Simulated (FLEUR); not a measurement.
# Calculated records

VCo: parallel and opposed starts. It takes space group Pm-3m (No. 221, cubic). The conventional cell has a = 2.890 Å, b = 2.890 Å, c = 2.890 Å, α = 90.00°, β = 90.00°, γ = 90.00°. V has 8 Co at 2.50 Å nearest. Nearest to Co lie 8 V at 2.50 Å. Farther neighbours are not listed. The calculation used PBEsol; all-electron FLAPW, Dirac cores, scalar-relativistic bands in FLEUR MaX-R8.1, with kmax 3.6 1/bohr, gmax 10.8 1/bohr, muffin tin radii V: 2.31, Co: 2.31 bohr, lmax V: [8, 6], Co: [8, 6], hist occupations, smearing width 0.05 eV, mixer Anderson, mixing 0.05, max iterations 90, stop 2.00e-5 me/bohr³, collinear spin, 10×10×10 k-mesh, mesh matched on, starting moments 0 2 μB in one of its runs. The lowest state found is ferromagnetic (initial ferro +). The largest site spin moment is 1.25 μB and the next finished state is antiferromagnetic, 34.0 meV a seeded atom higher. The energy gained by spin polarisation is 132 meV a seeded atom. It took 6 runs, 3 min in all on 4 MPI ranks of Intel Xeon Platinum 8488C (Sapphire Rapids), shared host (the runs of this entry). The lowest state found is ferromagnetic, reached from the start ferro +, with moments up to 1.25 μB. The next finished state costs 34 meV a seeded atom. The run is spin-polarised, with a total moment of 1.89 μB a cell. Only 5 starts were tried; other patterns of signs, canted and longer-period orders were not.

```xyz
2
Lattice="2.8904 0.0000 0.0000 0.0000 2.8904 0.0000 0.0000 0.0000 2.8904" Properties=species:S:1:pos:R:3 pbc="T T T"
V     0.0000    0.0000    0.0000
Co    1.4452    1.4452    1.4452
```

[Logs and program files are shortened in this print: banners, set-up blocks, solver, clock and traceback lines can be left out without a mark of their own.]

[Logs are printed without paths, hosts, clocks, repeated set-up lines and the standing remarks that a program may print on its own settings, such as how far it seeks lower states.]

[Hosts, paths, dates, database ids (printed as entryN), source tags and the programs' standing remarks are cut or masked in the printed files.]

[Where a cell is said to come from a database of computed structures, the database is the Materials Project.]
